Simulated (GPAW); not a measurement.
**The basis that the transmission of a Si chain with a Sn atom on top of one atom needs**

Wanted: the zero-bias transmission of a Si chain with a Sn atom on top of one atom on a ladder of levels, with run times.

Main program and level: GPAW 26.7.0; GPAW LCAO, PAW setups; Landauer transmission from Green's functions with principal layers (ASE), zero bias.

Report form: the programs' logs are mostly left out.

## (1) The structure

The cell holds 12 atoms: 11 Si and 1 Sn. Its edges and angles: a = 9.000 Å, b = 9.000 Å, c = 24.200 Å, α = 90.0°, β = 90.0°, γ = 90.0°. Regions: left lead, 5 atoms (5 Si); channel, 2 atoms (1 Si and 1 Sn); right lead, 5 atoms (5 Si). Vacuum lies along a and b. The structure is stacked along c, and the current runs across the ab planes.

As a file:

```cif
data_structure
_symmetry_space_group_name_H-M 'P 1'
_symmetry_Int_Tables_number 1
_cell_length_a 9.0000
_cell_length_b 9.0000
_cell_length_c 24.2000
_cell_angle_alpha 90.000
_cell_angle_beta 90.000
_cell_angle_gamma 90.000
_cell_volume 1960.20
loop_
_atom_site_label
_atom_site_type_symbol
_atom_site_fract_x
_atom_site_fract_y
_atom_site_fract_z
_atom_site_occupancy
Si1 Si 0.50000 0.50000 0.04545 1
Si2 Si 0.50000 0.50000 0.13636 1
Si3 Si 0.50000 0.50000 0.22727 1
Si4 Si 0.50000 0.50000 0.31818 1
Si5 Si 0.50000 0.50000 0.40909 1
Si6 Si 0.50000 0.50000 0.50000 1
Sn7 Sn 0.76329 0.50000 0.50000 1
Si8 Si 0.50000 0.50000 0.59091 1
Si9 Si 0.50000 0.50000 0.68182 1
Si10 Si 0.50000 0.50000 0.77273 1
Si11 Si 0.50000 0.50000 0.86364 1
Si12 Si 0.50000 0.50000 0.95455 1
```

## (2) Double-zeta polarised basis

The script solves lead and junction separately, takes H and S in the orbital basis, and joins semi-infinite leads through their self-energies; the dzp basis is the working standard.

run.py reads:

```python
import json
import numpy as np
from ase import Atoms
from ase.transport.calculators import TransportCalculator
from gpaw import GPAW, FermiDirac
from gpaw.lcao.tools import get_lcao_hamiltonian
from scipy.linalg import eigh

# The junction with lead layers at both ends, along the third cell vector
device = Atoms(
    ['Si', 'Si', 'Si', 'Si', 'Si', 'Si', 'Sn', 'Si', 'Si', 'Si', 'Si', 'Si'],
    positions=[
        [4.50000, 4.50000, 1.10000],
        [4.50000, 4.50000, 3.30000],
        [4.50000, 4.50000, 5.50000],
        [4.50000, 4.50000, 7.70000],
        [4.50000, 4.50000, 9.90000],
        [4.50000, 4.50000, 12.10000],
        [6.86960, 4.50000, 12.10000],
        [4.50000, 4.50000, 14.30000],
        [4.50000, 4.50000, 16.50000],
        [4.50000, 4.50000, 18.70000],
        [4.50000, 4.50000, 20.90000],
        [4.50000, 4.50000, 23.10000]],
    cell=[[9.0, 0.0, 0.0], [0.0, 9.0, 0.0], [0.0, 0.0, 24.2]],
    pbc=True)

# One principal layer of the lead: the first 3 atoms of the device
lead = Atoms(
    ['Si', 'Si', 'Si'],
    positions=[
        [4.50000, 4.50000, 1.10000],
        [4.50000, 4.50000, 3.30000],
        [4.50000, 4.50000, 5.50000]],
    cell=[[9.0, 0.0, 0.0], [0.0, 9.0, 0.0], [0.0, 0.0, 6.6]],
    pbc=True)

settings = dict(mode='lcao', basis='dzp', xc='PBE', h=0.2,
                occupations=FermiDirac(0.1), maxiter=250,
                mixer=dict(beta=0.1, nmaxold=8, weight=100.0),
                convergence=dict(density=0.0001))
energies = np.arange(-2, 2 + 1e-9, 0.05)
eta = 0.0001
n1, n2 = 1, 1
# k and -k transmit alike, so half of the mesh across the current serves
mesh = [(i, j) for i in range(n1) for j in range(n2) if (i, j) <= (-i % n1, -j % n2)]
weights = np.array([1 if (i, j) == (-i % n1, -j % n2) else 2 for i, j in mesh]) / (n1 * n2)

# [... helper functions left out ...]
fermi_lead = ground_state(lead, (1, 1, 17), 'lead.txt')
fermi_device = ground_state(device, (1, 1, 3), 'device.txt')
# [... loop over the mesh left out, but for ...]
        # Shift the lead onto the potential of the device's first layer
        shift = ((H[:, 0, 0] - H0[:, 0, 0]) / S0[0, 0]).real.mean()
# [...]
kT = 8.617333e-5 * 300
bias = [0.1, 0.2, 0.5, 1.0, 1.5, 2.0]
# [... integrals and printing left out ...]
```

Run with:

```console
OMP_NUM_THREADS=1 OPENBLAS_NUM_THREADS=1 python run.py
```

It took 56 s on 1 thread of Arm Neoverse N1, shared host; peak memory 0.82 GiB.

This step gave:

```
conductance                                             : 2.623 G₀
largest coupling past the next principal layer          : 5.06e-5 eV
largest misfit of the first principal layer             : 0.02129 eV
shift that aligns the lead                              : -0.01798 eV
basis functions of the junction                         : 166
basis functions of a principal layer                    : 39
transmission at the Fermi level (one spin)              : 2.624
open channels of the lead at the Fermi level (one spin) : 3
```

One spin. Table of transmission, zone mean by energy, zero at the Fermi level:

| energy (eV) | transmission, zone mean |
| --- | --- |
| -2.000 | 2.2e-11 |
| -1.800 | 2.5e-9 |
| -1.600 | 2.2e-10 |
| -1.400 | 1.4e-7 |
| -1.200 | 1.41 |
| -1.100 | 1.62 |
| -1.000 | 0.804 |
| -0.800 | 2.24 |
| -0.600 | 2.45 |
| -0.400 | 2.55 |
| -0.200 | 2.61 |
| 0.000 | 2.62 |
| 0.200 | 2.61 |
| 0.400 | 2.56 |
| 0.600 | 2.49 |
| 0.800 | 2.38 |
| 1.000 | 2.19 |
| 1.200 | 1.86 |
| 1.400 | 1.58 |
| 1.600 | 1.93 |
| 1.800 | 2.19 |
| 2.000 | 2.21 |

Crossings of the lead's bands, unfolded to its shortest repeat. Table of open channels, zone mean by energy, zero at the Fermi level:

energy (eV), open channels, zone mean and a bar:
```
    -2.00       0.00 
    -1.90       0.00 
    -1.80       0.00 
    -1.70       0.00 
    -1.55       0.00 
    -1.45       0.00 
    -1.35       2.00 ####################
    -1.25       2.00 ####################
    -1.15       2.00 ####################
    -1.05       2.00 ####################
    -0.90       3.00 ##############################
    -0.80       3.00 ##############################
    -0.70       3.00 ##############################
    -0.60       3.00 ##############################
    -0.50       3.00 ##############################
    -0.40       3.00 ##############################
    -0.25       3.00 ##############################
    -0.15       3.00 ##############################
    -0.05       3.00 ##############################
     0.00       3.00 ##############################
     0.05       3.00 ##############################
     0.15       3.00 ##############################
     0.25       3.00 ##############################
     0.40       3.00 ##############################
     0.50       3.00 ##############################
     0.60       3.00 ##############################
     0.70       3.00 ##############################
     0.80       3.00 ##############################
     0.90       3.00 ##############################
     1.05       3.00 ##############################
     1.15       3.00 ##############################
     1.25       3.00 ##############################
     1.35       3.00 ##############################
     1.45       3.00 ##############################
     1.55       3.00 ##############################
     1.70       3.00 ##############################
     1.80       3.00 ##############################
     1.90       3.00 ##############################
     2.00       3.00 ##############################
```

Not self-consistent under bias; the bias window is split evenly. Current through one cell, from the zero-bias transmission against bias:

```csv
bias (V),"current through one cell, from the zero-bias transmission (μA)"
0.100,20.3
0.200,40.6
0.500,101
1.000,201
1.500,295
2.000,377
```

Table of transmission of the three most open eigenchannels by energy, zero at the Fermi level:

```csv
energy (eV),channel 1,channel 2,channel 3
-1.400,1.3e-7,5.9e-9,3.0e-10
-1.200,0.893,0.517,4.8e-9
-1.000,0.694,0.111,2.8e-5
-0.800,0.794,0.785,0.660
-0.600,0.895,0.841,0.711
-0.400,0.931,0.871,0.751
-0.200,0.947,0.881,0.780
0.000,0.955,0.874,0.794
0.200,0.961,0.853,0.794
0.400,0.964,0.818,0.781
0.600,0.968,0.765,0.758
0.800,0.971,0.728,0.682
1.000,0.974,0.692,0.529
1.200,0.977,0.649,0.237
1.400,0.979,0.595,0.00567
1.600,0.981,0.527,0.426
1.800,0.982,0.769,0.439
2.000,0.982,0.901,0.330
```

Couplings past the next layer reach 5.1e-5 eV, small enough to drop; the matrix elements of the cell's first layer differ from the bulk lead's by up to 0.021 eV. That layer keeps its own values in the calculation, and only beyond it is the lead taken as perfect. The Fermi levels of lead and junction count from different zeros of potential, one for each periodic cell; with both set to zero, the small remaining shift is what aligns them. By hand: G = 2.623 × 77.48 μS = 203 μS, a resistance of 4.92 kΩ; at 0.1 V a linear junction would pass 20.3 μA, and the integral over the bias window gives 20.3 μA.

## (3) Single-zeta polarised basis

One radial function a shell plus polarisation makes the matrices smaller; the question is what that costs.

run.py, as its differences from that of step 2:

```diff
@@ -37,3 +37,3 @@
 
-settings = dict(mode='lcao', basis='dzp', xc='PBE', h=0.2,
+settings = dict(mode='lcao', basis='szp(dzp)', xc='PBE', h=0.2,
                 occupations=FermiDirac(0.1), maxiter=250,
```

Run time: 47 s. Hardware: 1 thread; peak memory 0.81 GiB.

Numbers from this step:

```yaml
conductance: 2.661 G₀
largest_coupling_past_the_next_principal_layer: 5.09e-5 eV
largest_misfit_of_the_first_principal_layer: 0.02984 eV
shift_that_aligns_the_lead: -0.01250 eV
basis_functions_of_the_junction: 113
basis_functions_of_a_principal_layer: 27
transmission_at_the_fermi_level_one_spin: 2.662
```

One spin. Transmission, zone mean against energy, zero at the Fermi level:

```csv
energy (eV),"transmission, zone mean"
-2.00,3.4e-11
-1.85,6.4e-11
-1.70,1.7e-10
-1.60,4.7e-10
-1.45,2.0e-7
-1.30,4.1e-8
-1.20,1.31
-1.15,0.879
-1.05,1.92
-0.90,2.23
-0.75,2.39
-0.60,2.50
-0.50,2.55
-0.35,2.61
-0.20,2.65
-0.05,2.66
0.00,2.66
0.05,2.66
0.20,2.65
0.35,2.62
0.50,2.59
0.60,2.56
0.75,2.50
0.90,2.42
1.05,2.31
1.15,2.20
1.30,1.96
1.45,1.66
1.60,1.61
1.70,1.81
1.85,2.08
2.00,2.19
```

Crossings of the lead's bands, unfolded to its shortest repeat. Table of open channels, zone mean by energy, zero at the Fermi level:

```csv
energy (eV),"open channels, zone mean"
-2.00,0
-1.85,0
-1.70,0
-1.60,0
-1.45,0
-1.30,0
-1.15,2
-1.05,3
-0.90,3
-0.75,3
-0.60,3
-0.50,3
-0.35,3
-0.20,3
-0.05,3
0.00,3
0.05,3
0.20,3
0.35,3
0.50,3
0.60,3
0.75,3
0.90,3
1.05,3
1.15,3
1.30,3
1.45,3
1.60,3
1.70,3
1.85,3
2.00,3
```

Not self-consistent under bias; the bias window is split evenly. Current through one cell, from the zero-bias transmission against bias:

| bias (V) | current through one cell, from the zero-bias transmission (μA) |
| --- | --- |
| 0.100 | 20.6 |
| 0.200 | 41.2 |
| 0.500 | 103 |
| 1.000 | 204 |
| 1.500 | 301 |
| 2.000 | 391 |

Table of transmission of the three most open eigenchannels by energy, zero at the Fermi level:

| energy (eV) | channel 1 | channel 2 | channel 3 |
| --- | --- | --- | --- |
| -1.400 | 8.9e-10 | 1.9e-10 | 9.8e-12 |
| -1.200 | 0.948 | 0.363 | 1.7e-6 |
| -1.000 | 0.791 | 0.647 | 0.617 |
| -0.800 | 0.897 | 0.766 | 0.679 |
| -0.600 | 0.934 | 0.835 | 0.729 |
| -0.400 | 0.951 | 0.870 | 0.773 |
| -0.200 | 0.960 | 0.884 | 0.803 |
| 0.000 | 0.964 | 0.882 | 0.816 |
| 0.200 | 0.966 | 0.868 | 0.815 |
| 0.400 | 0.968 | 0.843 | 0.802 |
| 0.600 | 0.970 | 0.806 | 0.780 |
| 0.800 | 0.972 | 0.752 | 0.750 |
| 1.000 | 0.974 | 0.718 | 0.658 |
| 1.200 | 0.976 | 0.678 | 0.478 |
| 1.400 | 0.978 | 0.629 | 0.146 |
| 1.600 | 0.980 | 0.569 | 0.0632 |
| 1.800 | 0.981 | 0.536 | 0.495 |
| 2.000 | 0.982 | 0.808 | 0.402 |

The conductance, 2.66 G₀, lies 1.5 % above that of the dzp run.

## (4) GPAW, sz: basis = "sz(dzp)"

The minimal basis is the cheapest rung: no second zeta and no polarisation.

run.py, as its differences from that of step 3:

```diff
@@ -37,3 +37,3 @@
 
-settings = dict(mode='lcao', basis='szp(dzp)', xc='PBE', h=0.2,
+settings = dict(mode='lcao', basis='sz(dzp)', xc='PBE', h=0.2,
                 occupations=FermiDirac(0.1), maxiter=250,
```

Wall time 30 s (1 thread); peak memory 0.76 GiB.

This step gave:

```
conductance                                    : 2.649 G₀
largest coupling past the next principal layer : 5.12e-5 eV
largest misfit of the first principal layer    : 0.04742 eV
shift that aligns the lead                     : 0.004922 eV
basis functions of the junction                : 53
basis functions of a principal layer           : 12
transmission at the Fermi level (one spin)     : 2.650
```

The conductance, 2.65 G₀, lies 1.0 % above that of the dzp run.

## (5) LDA in the dzp basis: xc = "LDA"

Back in the dzp basis, the functional changes from PBE to LDA, to set the spread between functionals beside that between bases.

run.py, as its differences from that of step 4:

```diff
@@ -37,3 +37,3 @@
 
-settings = dict(mode='lcao', basis='sz(dzp)', xc='PBE', h=0.2,
+settings = dict(mode='lcao', basis='dzp', xc='LDA', h=0.2,
                 occupations=FermiDirac(0.1), maxiter=250,
```

Wall time 46 s (1 thread); peak memory 0.82 GiB.

This step gave:

```
conductance                                    : 2.625 G₀
largest coupling past the next principal layer : 5.19e-5 eV
largest misfit of the first principal layer    : 0.02181 eV
shift that aligns the lead                     : -0.01770 eV
basis functions of the junction                : 166
basis functions of a principal layer           : 39
transmission at the Fermi level (one spin)     : 2.626
```

The conductance equals that of the dzp run to 0.2 %.

## (6) Cost and result by level

Times are for 1 thread of Arm Neoverse N1, shared host. The runs compared:

| no. | run | conductance (G₀) | time | memory (GiB) |
| --- | --- | --- | --- | --- |
| 1 | dzp | 2.623 | 56 s | 0.82 |
| 2 | szp | 2.661 | 47 s | 0.81 |
| 3 | sz | 2.649 | 30 s | 0.76 |
| 4 | dzp LDA | 2.625 | 46 s | 0.82 |

## (7) The levels side by side

The curves are compared point by point over the common energies.

This step: comparison of transmission and cost over codes and levels (GPAW 26.7.0).

Ladder, by row:

```
   step  code  T at the Fermi level (sum over the listed spins)  conductance (G0)  r.m.s. T(E) from the first  wall time (s)  peak memory (GiB)  threads
    dzp  GPAW                                             2.624             2.623                           0          55.74               0.82        1
    szp  GPAW                                             2.662             2.661                       0.292          46.91               0.81        1
     sz  GPAW                                              2.65             2.649                       0.232          30.08               0.76        1
dzp-LDA  GPAW                                             2.626             2.625                      0.1329          45.56               0.82        1
```

Table of transmission, zone mean, sum over the listed spins by energy, zero at the Fermi level:

| energy (eV) | dzp | szp | sz | dzp-LDA |
| --- | --- | --- | --- | --- |
| -2.0000 | 2.2e-11 | 3.4e-11 | 5.7e-11 | 2.5e-11 |
| -1.7500 | 5.2e-11 | 1.2e-10 | 5.4e-10 | 6.4e-11 |
| -1.5000 | 1.9e-9 | 3.5e-9 | 5.8e-9 | 2.9e-9 |
| -1.2500 | 1.28 | 2.5e-6 | 1.66 | 1.24 |
| -1.1000 | 1.62 | 1.68 | 2.08 | 1.53 |
| -1.0000 | 0.804 | 2.06 | 2.21 | 1.59 |
| -0.7500 | 2.31 | 2.39 | 2.43 | 2.33 |
| -0.5000 | 2.51 | 2.55 | 2.56 | 2.51 |
| -0.2500 | 2.60 | 2.64 | 2.63 | 2.60 |
| 0.0000 | 2.62 | 2.66 | 2.65 | 2.63 |
| 0.2500 | 2.60 | 2.64 | 2.63 | 2.59 |
| 0.5000 | 2.53 | 2.59 | 2.57 | 2.51 |
| 0.7500 | 2.41 | 2.50 | 2.46 | 2.38 |
| 1.0000 | 2.19 | 2.35 | 2.28 | 2.13 |
| 1.2500 | 1.76 | 2.05 | 1.93 | 1.67 |
| 1.5000 | 1.71 | 1.59 | 1.59 | 1.77 |
| 1.7500 | 2.15 | 1.92 | 1.99 | 2.16 |
| 2.0000 | 2.21 | 2.19 | 2.23 | 2.19 |

(Continued in part 2 of 2.)

[Logs are printed without paths, hosts, clocks, repeated set-up lines and the standing remarks that a program may print on its own settings, such as how far it seeks lower states.]

[Hosts, paths, dates, database ids (printed as entryN), source tags and the programs' standing remarks are cut or masked in the printed files.]
